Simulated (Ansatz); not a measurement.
# CsH (model cell, started as layered BN type): from the cell to its phonons, part 2 of 2

Aim: the vibrations of CsH (model cell, started as layered BN type), their spectra, and whether the structure is stable.

Ansatz 0.2.0; DFT LDA, scalar-relativistic, plane waves, PAW.

So far. Step 3 (Relaxing to small forces for the phonons): The forces vanish by symmetry and the pressure is 0.000 GPa, within the tolerances set. The cell now holds 34.18 Å³/atom. The relaxed cell has a = 5.096, c = 6.079 Å (conventional setting).

The structure was built from a prototype and need not be the compound's stable phase.

**4. Linear response at the zone centre**

The zone centre comes first: it holds the modes that light can see, as far as symmetry allows. The response to a homogeneous field gives the Born charges and the dielectric tensor, and its change with displacement the Raman tensors.

The input, input.yaml:

```yaml
crystal:
  lattice:
    - [5.09614705, 0.0, 0.0]
    - [-2.548073525, 4.4133928068, 0.0]
    - [0.0, 0.0, 6.0794210478]
  atoms:
    - { symbol: Cs, position: [0.3333333333, 0.6666666667, 0.25] }
    - { symbol: Cs, position: [0.6666666667, 0.3333333333, 0.75] }
    - { symbol: H, position: [0.6666666667, 0.3333333333, 0.25] }
    - { symbol: H, position: [0.3333333333, 0.6666666667, 0.75] }
kpoints:
  mp_grid: { grid: [6, 6, 4] }
hamiltonian:
  xc: lda
scf:
  occupations: { method: fixed }
output:
  eigenvalues: true
phonons:
  method: dfpt
  dielectric: true
  rigid_motions: translations
  raman: true
```

Started as:

```
$ ansatz run input.yaml --threads 4 --pin off --max-ram 7168MiB --backend cpu --events-out ev --progress --plain --runs-dir out
```

Numbers of over 12 decimals in the logs are rounded to 6 here.

Output:

```text
[...]
Crystal: 4 atoms, lattice volume = 136.734 Å³
Basis set: ecut = 420 eV, 2691 PW (Γ), exchange–correlation on 72×72×96 points (8 copies of the dense FFT grid, shifted against one another)
Bands: 14, of which v1, the nominal top of the filled ones, is band 10 counted from 1 (9 counted from 0)
Symmetry: 24 space group operations
k-points: 47 of 144 (irreducible under 2 space group operations, time reversal used)
[...]
SCF iter   1: F=—  HF=-11041.671436 eV  |F-HF|=—  |Δ(HF+E_count)|=         —  Δρ=6.77e-3  dr2=6.05e-2  ethr=1.77e-3  ⟨swp⟩=4.6  Hψ=3228  notcnv=0  defer=88
[...]
SCF iter   8: F=-11041.651068 eV  HF=-11041.651068 eV  |F-HF|=1.46e-11  |Δ(HF+E_count)|=  2.60e-10  Δρ=5.79e-8  dr2=1.15e-11  ethr=1.00e-12  ⟨swp⟩=8.4  Hψ=4261  notcnv=0
SCF 1 converged in 8 iterations: F = -11041.651068 eV  dr2 = 1.15e-11
[...]
DFPT response loops at Γ: preconditioner auto → Resta (q_TF=auto, 1.980 Å⁻¹)  ε∞=4.8 (no band partly filled); β = 1.00, the filter's whole step (`scf.mixing.beta` (0.50) is not read by the response loops at its default; to damp them type it under 1.00, their step now; it binds the ground state too); Broyden in place of MSR1
── the response to a field inside a basis, on 8×8×6 k-points: an SCF that follows is theirs, and a resumed run solves both again ──
Bands: 11, of which v1, the nominal top of the filled ones, is band 10 counted from 1 (9 counted from 0)
k-points: 60 of 384 (irreducible under 8 space group operations)
[...]
Eigensolver: Dense (60 Hₖ)
SCF iter   1: F=—  HF=-11041.650740 eV  |F-HF|=—  |Δ(HF+E_count)|=         —  Δρ=1.00e-4  dr2=2.95e-6  ethr=1.00e-1
[...]
SCF iter   5: F=-11041.650742 eV  HF=-11041.650742 eV  |F-HF|=1.27e-11  |Δ(HF+E_count)|=  1.98e-10  Δρ=4.24e-8  dr2=4.11e-12  ethr=1.12e-12
SCF 1 converged in 5 iterations: F = -11041.650742 eV  dr2 = 4.11e-12
[...]
SCF converged after 8 iterations
Free energy (F): -11041.651068 eV
[...]
Internal energy: -11041.651068 eV  (E = F + TS)
E sigma→0 (E₀):  -11041.651068 eV
Fermi energy:    2.707460 eV
[...]
--- Band table (eV; the first three rows and the last of 47) ---
  k-point 0: bands = [... 6 lower, -5.0671, -4.8401, 1.0343, 1.5587, 6.6392, 6.9080, 6.9080, 7.8223]
  k-point 1: bands = [... 6 lower, -5.1135, -5.0390, 1.4106, 1.7711, 6.6178, 6.6178, 6.7363, 7.2651]
  k-point 2: bands = [... 6 lower, -5.2245, -5.2245, 1.9272, 1.9272, 6.6729, 6.6729, 6.6729, 6.6729]
  k-point 46: bands = [... 6 lower, -5.1456, -4.9748, 2.2548, 2.3294, 5.4056, 5.8850, 7.0078, 7.3003]
--- Phonons (Γ-DFPT): 4 representative perturbations + reference, on 47 of 144 k-points (Σ response iterations 12) ---
  k mesh reduced under 2 symmetry operations, with k and −k counted as one. Each operation leaves every solved perturbation unchanged. A smaller set is not considered because the run solves the response to a homogeneous field
  ASR residual: 1.634e-5 → 0.000e0 eV/Å²; symmetrization residual: 1.977e-6 eV/Å²
  ASR residual per site (eV/Å²): 1.63e-5 1.63e-5 1.40e-5 1.40e-5
  Γ frequencies (cm⁻¹): 0.00 0.00 0.00 30.88 30.88 58.51 465.27 519.21 550.82 550.82 555.91 555.91
  ε∞ (high-frequency dielectric tensor):
        2.986952     0.000000     0.000000
        0.000000     2.986952     0.000000
        0.000000     0.000000     3.077866
  ε⁰ (static dielectric tensor: ions relaxed, cell fixed):
        5.127786     0.000000    -0.000000
        0.000000     5.127786    -0.000000
       -0.000000    -0.000000     7.255608
  ε⁰ − ε∞ (ionic part):
        2.140834     0.000000    -0.000000
        0.000000     2.140834    -0.000000
       -0.000000    -0.000000     4.177742
  softest optical mode at Γ: 30.88 cm⁻¹; the repairs (sum rule, projections) moved no ω² at Γ by more than (3.19 cm⁻¹)²
  Born effective charges Z* (e; rows j = field, columns β = displacement):
    site 0:
         0.95896   -0.00000    0.00000
         0.00000    0.95896    0.00000
         0.00000    0.00000    1.12119
    site 1:
         0.95896    0.00000    0.00000
         0.00000    0.95896    0.00000
         0.00000    0.00000    1.12119
    site 2:
        -0.95896   -0.00000    0.00000
         0.00000   -0.95896    0.00000
         0.00000    0.00000   -1.12119
    site 3:
        -0.95896    0.00000    0.00000
         0.00000   -0.95896    0.00000
         0.00000    0.00000   -1.12119
  Z* charge neutrality: 1.435e-3 e pre-enforcement
  solved inside a basis spanned on kpoints, on 8×8×6 k-points: ε∞ is read to err by 7.3e-3, Z* by 1.0e-2 e (field_mesh: kpoints solves on kpoints); Z* is corrected for what the basis lacks
  Raman tensors (in the event stream and the table raman_tensors.tsv): an entry may err by 1.6e-3 Å², one of the second-order susceptibility by 2.1e-20 pm/V (basis, points and sum rule); their sum over the sites missed zero by 2.665e-15 Å² ahead of its enforcement
  optical modes at Γ without the LO–TO term, one row a degenerate level:
      ω (cm⁻¹)  modes    IR ((D/Å)²/amu)  static Raman (Å⁴/amu)  depolarisation
         30.88      2             0.0000                 0.7927           0.750
         58.51      1             0.0000                 0.0000               —
        465.27      1            57.9795                 0.0000               —
        519.21      1             0.0000                 0.0000               —
        550.82      2             0.0000               943.5988           0.750
        555.91      2            84.8281                 0.0000               —
  optical modes at Γ + LO–TO along q̂ = [1.0000, 0.0000, 0.0000]:
      ω (cm⁻¹)  modes    IR ((D/Å)²/amu)  static Raman (Å⁴/amu)  depolarisation
         30.88      2             0.0000                 0.7927           0.750
         58.51      1             0.0000                 0.0000               —
        465.27      1            57.9795                 0.0000               —
        519.21      1             0.0000                 0.0000               —
        550.82      2             0.0000               943.5988           0.750
        555.91      1            42.4140                 0.0000               —
        728.38      1            42.4140                 0.0000               —
  optical modes at Γ + LO–TO along q̂ = [0.0000, 1.0000, 0.0000]:
      ω (cm⁻¹)  modes    IR ((D/Å)²/amu)  static Raman (Å⁴/amu)  depolarisation
         30.88      2             0.0000                 0.7927           0.750
         58.51      1             0.0000                 0.0000               —
        465.27      1            57.9795                 0.0000               —
        519.21      1             0.0000                 0.0000               —
        550.82      2             0.0000               943.5988           0.750
        555.91      1            42.4140                 0.0000               —
        728.38      1            42.4140                 0.0000               —
  optical modes at Γ + LO–TO along q̂ = [0.0000, 0.0000, 1.0000]:
      ω (cm⁻¹)  modes    IR ((D/Å)²/amu)  static Raman (Å⁴/amu)  depolarisation
         30.88      2             0.0000                 0.7927           0.750
         58.51      1             0.0000                 0.0000               —
        519.21      1             0.0000                 0.0000               —
        550.82      2             0.0000               943.5988           0.750
        555.91      2            84.8281                 0.0000               —
        714.36      1            57.9795                 0.0000               —
```

Run time: 1.8 min. Hardware: 4 threads of Arm Neoverse V2, shared host; peak memory 1.3 GiB; 6.8 min of CPU time.

Numbers from this step:

```yaml
sum_rule_residual_before_enforcement: 1.63e-5 eV/Å²
miss_of_the_charge_sum_rule: 0.001435 e
estimated_error_of_the_dielectric_tensor: 0.007308
estimated_error_of_the_born_charges: 0.01027 e
point_group: 6/mmm
highest_optical_mode_at_the_zone_centre_no_lo_to_term: 555.9 cm⁻¹
lowest_optical_zone_centre_mode: 30.88 cm⁻¹
mean_high_frequency_dielectric_constant: 3.017
largest_born_charge_third_of_the_trace: 1.013 e
mean_static_dielectric_constant: 5.837
top_of_the_zone_centre_spectrum_with_the_field: 728.4 cm⁻¹
```

Without the LO-TO term. Patterns of degenerate modes are one choice out of their space. Modes at Γ, with each element's share of the kinetic energy:

```csv
mode,frequency (cm⁻¹),symmetry,Cs %,H %
1,0.0,acoustic,99,1
2,0.0,acoustic,99,1
3,0.0,acoustic,99,1
4,30.9,E2g,99,1
5,30.9,E2g,99,1
6,58.5,B1g,100,0
7,465.3,A2u,1,99
8,519.2,B1g,0,100
9,550.8,E2g,1,99
10,550.8,E2g,1,99
11,555.9,E1u,1,99
12,555.9,E1u,1,99
```

Displacements in mode 5 (30.9 cm⁻¹), the largest set to 1:
```
Cs1  0.04 -1.00  0.00
Cs2 -0.04  1.00  0.00
H3   0.04 -0.89  0.00
H4  -0.04  0.89  0.00
```

Displacements in mode 9 (550.8 cm⁻¹), the largest set to 1:
```
Cs1  0.00  0.01  0.00
Cs2  0.00 -0.01  0.00
H3   0.00 -1.00  0.00
H4   0.00  1.00  0.00
```

Optical modes at the zone centre, without and with the macroscopic field of the longitudinal modes; each column is sorted by frequency, so a row need not hold one and the same mode. Modes with and without the field, by row:

```csv
rank among optical modes,no field (cm⁻¹),"q along (1, 0, 0) (cm⁻¹)","q along (0, 0, 1) (cm⁻¹)"
1,30.9,30.9,30.9
2,30.9,30.9,30.9
3,58.5,58.5,58.5
4,465.3,465.3,519.2
5,519.2,519.2,550.8
6,550.8,550.8,550.8
7,550.8,550.8,555.9
8,555.9,555.9,555.9
9,555.9,728.4,714.4
```

Born charge (rows field, columns displacement) (e), principal values of the symmetric part by kind of site:

```csv
atom,atoms with these values,low,middle,high,mean
Cs1,2,0.96,0.96,1.12,1.01
H3,2,-1.12,-0.96,-0.96,-1.01
```

In full for H3:

```
-0.96  0.00  0.00
 0.00 -0.96  0.00
 0.00  0.00 -1.12
```

High-frequency dielectric tensor:

```
2.99 0.00 0.00
0.00 2.99 0.00
0.00 0.00 3.08
```

Static dielectric tensor (ions relaxed, fixed cell):

```
5.13 0.00 0.00
0.00 5.13 0.00
0.00 0.00 7.26
```

Transverse modes. Lines of the infrared spectrum (strongest = 100):

```csv
position (cm⁻¹),label,relative intensity
31,E2g,0.0
58,B1g,0.0
465,A2u,68
519,B1g,0.0
551,E2g,0.0
556,E1u,100
```

Activity x (w_L - w)^4 (n + 1)/w, 532 nm, 300 K; modes without the macroscopic field alone. Raman lines, with heights relative to the strongest:

```csv
position (cm⁻¹),label,relative intensity
31,E2g,11
58,B1g,0.0
465,A2u,0.0
519,B1g,0.0
551,E2g,100
556,E1u,0.0
```

Before it was imposed, the acoustic sum rule was missed by 1.6e-5 eV/Å² and the charge sum rule by 0.0014 e. Small misses are needed for a sound result but don't prove that mesh and cutoff are converged. The lowest optical mode is real, 30.9 cm⁻¹.

**5. Phonons on a q mesh**

The mesh has a single point along some directions, so zone-edge points there are not solved. Linear response on a 2×2×1 q mesh gives force constants as far as a supercell of that size would, and the tensors from the zone-centre run are typed in so that the long-range dipole term is interpolated apart.

input.yaml, the sections that differ from step 4:

```yaml
phonons:
  method: dfpt
  qmesh: [2, 2, 1]
  temperatures: { t_max: 1000, t_step: 50 }
  qpath:
    path:
      - [[0.0, 0.0, 0.0], [0.5, 0.0, 0.0], [0.33333333, 0.33333333, 0.0], [0.0, 0.0, 0.0], [0.0, 0.0, 0.5], [0.5, 0.0, 0.5], [0.33333333, 0.33333333, 0.5], [0.0, 0.0, 0.5]]
      - [[0.5, 0.0, 0.5], [0.5, 0.0, 0.0]]
      - [[0.33333333, 0.33333333, 0.5], [0.33333333, 0.33333333, 0.0]]
    npoints: 10
  non_analytic_term:
    high_frequency_dielectric_tensor: [[2.987, 0.0, 0.0], [0.0, 2.987, 0.0], [0.0, 0.0, 3.0779]]
    born_effective_charges:
      - { species: Cs, tensor: [[0.959, 0.0, 0.0], [0.0, 0.959, 0.0], [0.0, 0.0, 1.1212]] }
      - { species: Cs, tensor: [[0.959, 0.0, 0.0], [0.0, 0.959, 0.0], [0.0, 0.0, 1.1212]] }
      - { species: H, tensor: [[-0.959, 0.0, 0.0], [0.0, -0.959, 0.0], [0.0, 0.0, -1.1212]] }
      - { species: H, tensor: [[-0.959, 0.0, 0.0], [0.0, -0.959, 0.0], [0.0, 0.0, -1.1212]] }
    source: "zone-centre run at this cell"
# crystal, kpoints, hamiltonian, scf, output: as in step 4
```

Output:

```text
Warning: phonons: the dynamical matrix that this run interpolates holds no multipole term above the dipole-dipole one, and a site of this crystal is no centre of inversion, so its interpolated transverse optical and acoustic branches and sound speeds can stay off near Gamma, and the density of states and the thermodynamics with them. What a run solves at a wave vector of phonons.qpoints, Gamma apart, where the deck admits one, is free of this, and under fd what a larger phonons.supercell samples
[...]
Crystal: 4 atoms, lattice volume = 136.734 Å³
Basis set: ecut = 420 eV, 2691 PW (Γ), exchange–correlation on 72×72×96 points (8 copies of the dense FFT grid, shifted against one another)
Bands: 14, of which v1, the nominal top of the filled ones, is band 10 counted from 1 (9 counted from 0)
Symmetry: 24 space group operations
k-points: 21 of 144
[...]
SCF iter   1: F=—  HF=-11041.671455 eV  |F-HF|=—  |Δ(HF+E_count)|=         —  Δρ=6.77e-3  dr2=6.06e-2  ethr=1.77e-3  ⟨swp⟩=4.4  Hψ=1442  notcnv=0  defer=37
[...]
SCF iter   9: F=-11041.651068 eV  HF=-11041.651068 eV  |F-HF|=7.28e-12  |Δ(HF+E_count)|=  1.46e-11  Δρ=1.49e-8  dr2=3.44e-13  ethr=1.00e-12  ⟨swp⟩=7.3  Hψ=1768  notcnv=0
SCF 1 converged in 9 iterations: F = -11041.651068 eV  dr2 = 3.44e-13
[...]
NSCF: frozen V_eff on 21 k-points
[...]
DFPT response loops at q = (0, 0, 0) (fractional): preconditioner auto → Resta (q_TF=auto, 1.980 Å⁻¹)  ε∞=4.8 (no band partly filled); β = 1.00, the filter's whole step (`scf.mixing.beta` (0.50) is not read by the response loops at its default; to damp them type it under 1.00, their step now; it binds the ground state too); Broyden in place of MSR1
[...]
SCF converged after 9 iterations
Free energy (F): -11041.651068 eV
[...]
Internal energy: -11041.651068 eV  (E = F + TS)
E sigma→0 (E₀):  -11041.651068 eV
Fermi energy:    2.707463 eV
[...]
--- Band table (eV; the first three rows and the last of 21) ---
  k-point 0: bands = [... 6 lower, -5.0671, -4.8401, 1.0343, 1.5587, 6.6392, 6.9080, 6.9080, 7.8223]
  k-point 1: bands = [... 6 lower, -5.1135, -5.0390, 1.4106, 1.7711, 6.6178, 6.6178, 6.7363, 7.2651]
  k-point 2: bands = [... 6 lower, -5.2245, -5.2245, 1.9272, 1.9272, 6.6729, 6.6729, 6.6729, 6.6729]
  k-point 20: bands = [... 6 lower, -4.9179, -4.9179, 2.7075, 2.7075, 5.9619, 5.9619, 6.0937, 6.0937]
--- Phonons (Γ-DFPT): 4 representative perturbations + reference (Σ response iterations 12) ---
  ASR residual: 4.460e-6 → 0.000e0 eV/Å²; symmetrization residual: 8.931e-7 eV/Å²
  ASR residual per site (eV/Å²): 4.46e-6 4.46e-6 3.19e-6 3.19e-6
[...]
--- Phonons (arbitrary-q DFPT): 2 irreducible q on the 2×2×1 mesh ---
  q = [0.0000, 0.0000, 0.0000] (star 1, of the zone-centre solve; hermiticity 1.29e-6, symmetrization 1.45e-13): -0.00 -0.00 0.00 30.88 30.88 58.51 465.27 519.21 550.82 550.82 555.91 555.91
  q = [0.0000, -0.5000, 0.0000] (star 3, 6 solved perturbations on 39 of 144 k-point pairs; hermiticity 8.21e-7, symmetrization 6.52e-7): 13.35 34.13 43.17 45.79 54.32 66.16 489.42 499.18 504.19 521.48 647.58 652.18
  sum rule: each row above includes the acoustic sum rule's correction from the zone centre's row sums; it moved no ω² by more than (0.93 cm⁻¹)²
  mesh force constants: q→R imaginary residual 1.29e-17; ASR residual 4.460e-6 → 0.000e0 eV/Å²; symmetrization residual 1.776e-15 eV/Å²
  interpolated dispersion: 94 rows × 12 modes
  density of states and harmonic sums: on the 14×14×10 q-mesh, interpolated from the force constants of a 2×2×1 supercell (with the dipole–dipole term of supplied tensors)
  largest difference from the sums on the solved wave vectors: F 1.55e-1 eV, S 2.21e-4 and C_V 6.35e-5 eV/K
  zero-point energy: 0.223375 eV/cell   skipped modes (ω ≤ 0): 3   left out of the sums: 1.28e-4 of the cell's modes: C_V's classical limit lies that fraction below 3 k_B per atom; for a crystal, a wire or a layer, F and S can be off by more, and a phonons.interpolated_qmesh denser along its periods is the remedy for the sampling
```

Run time: 17 s. Hardware: 4 threads; peak memory 0.58 GiB; 63 s of CPU time.

Numbers from this step:

| Property | Result |
| --- | --- |
| sum-rule residual before enforcement | 4.46e-6 eV/Å² |
| lowest mode on the q mesh (acoustic modes at Γ apart) | 13.35 cm⁻¹ |
| highest frequency at a solved wavevector (no LO-TO term at Γ) | 652.2 cm⁻¹ |

Frequencies (cm⁻¹) solved at each irreducible wavevector; negative means imaginary. Frequencies by wavevector, by row:

```csv
q in reciprocal lattice units,star,mode 1,mode 2,mode 3,mode 4,mode 10,mode 11,mode 12
0 0 0,1,0,0,0,30.9,550.8,555.9,555.9
0 -0.5 0,3,13.3,34.1,43.2,45.8,521.5,647.6,652.2
```

Symmetry leaves 2 wavevectors to solve. The lowest mode among them, the acoustic zeros apart, lies at q = (0, -0.5, 0) and is real, 13.3 cm⁻¹.

**6. Isotope substitution**

An isotope changes the mass and not the force constants, so no new electronic calculation is needed; the shifts show which modes move this element.

The same force constants with the mass of H changed from 1.008 to 2.014 u (phonopy, no LO-TO term). Both lists are sorted by frequency; levels can cross, so a row need not hold one and the same mode. Modes under 3 cm⁻¹ are left out. Isotope shifts, by row:

```csv
q,rank,natural mass (cm⁻¹),changed mass (cm⁻¹)
0 0 0,4,30.88,30.78
0 0 0,5,30.88,30.78
0 0 0,6,58.51,58.44
0 0 0,7,465.3,330.4
0 0 0,8,519.2,367.7
0 0 0,9,550.8,390.8
0 0 0,10,550.8,390.8
0 0 0,11,555.9,394.8
0 0 0,12,555.9,394.8
0 -0.5 0,1,13.35,13.3
0 -0.5 0,2,34.13,34.04
0 -0.5 0,3,43.17,43.05
0 -0.5 0,4,45.79,45.71
0 -0.5 0,5,54.32,54.3
0 -0.5 0,6,66.16,66.15
0 -0.5 0,7,489.4,347.1
0 -0.5 0,8,499.2,354.6
0 -0.5 0,9,504.2,357.4
0 -0.5 0,10,521.5,369.9
0 -0.5 0,11,647.6,458.3
0 -0.5 0,12,652.2,461.4
```

A mode of this element alone would shift by -29.26 %. The highest zone-centre frequency without the field goes from 555.9 to 394.8 cm⁻¹ (-29.0 %). The product of the frequency ratios over all optical modes at Γ is 0.127; the product rule, (m/m′)^(3k/2) (M′/M)^(3/2) with k = 2 such atoms and M the mass of the cell, gives 0.127.

**7. Results**

```json
{
  "space group after relaxation (within 0.01 Å)": "P6_3/mmc",
  "volume per atom": "34.2 Å³",
  "gap on the k-mesh": "2.56 eV",
  "highest optical mode at the zone centre (no LO-TO term)": "556 cm⁻¹",
  "top of the zone-centre spectrum with the field": "728 cm⁻¹",
  "lowest optical zone-centre mode": "30.9 cm⁻¹",
  "mean high-frequency dielectric constant": "3.02",
  "mean static dielectric constant": "5.84",
  "largest Born charge (third of the trace)": "1.01 e",
  "lowest mode on the q mesh (acoustic modes at Γ apart)": "13.3 cm⁻¹",
  "imaginary modes on the 2×2×1 q mesh": "none"
}
```

What this shows: The structure is a minimum as far as tested: no mode is imaginary at the 2 irreducible wavevectors of the 2×2×1 mesh, and the softest away from the acoustic zeros lies at 13 cm⁻¹. Without the field, the optical modes at Γ span 31 to 556 cm⁻¹. The highest mode in this list at Γ, 555.9 cm⁻¹, is mostly motion of H (99 % of the kinetic energy). With the macroscopic field of the longitudinal modes the top of the zone-centre spectrum lies at 728 cm⁻¹, against 556 cm⁻¹ without it. Lattice motion raises the mean dielectric constant from 3.017 to 5.837. The strongest infrared line is at 556 cm⁻¹. Averaged over orientations, the strongest Raman line at 532 nm and 300 K is at 551 cm⁻¹. The q mesh is too sparse to interpolate, so only the solved wavevectors are given. The program warns that the interpolation holds no quadrupole term, so branches close to Γ can be off in this crystal. Spin-orbit coupling is left out, which can matter for the heavy elements here. The starting cell was built on a prototype and not taken from a measurement, so the phase need not exist. These are harmonic frequencies at zero temperature: anharmonic shifts, linewidths and thermal expansion are left out.

[Logs are printed without paths, hosts, clocks, repeated set-up lines and the standing remarks that a program may print on its own settings, such as how far it seeks lower states.]

[Hosts, paths, dates, database ids (printed as entryN), source tags and the programs' standing remarks are cut or masked in the printed files.]
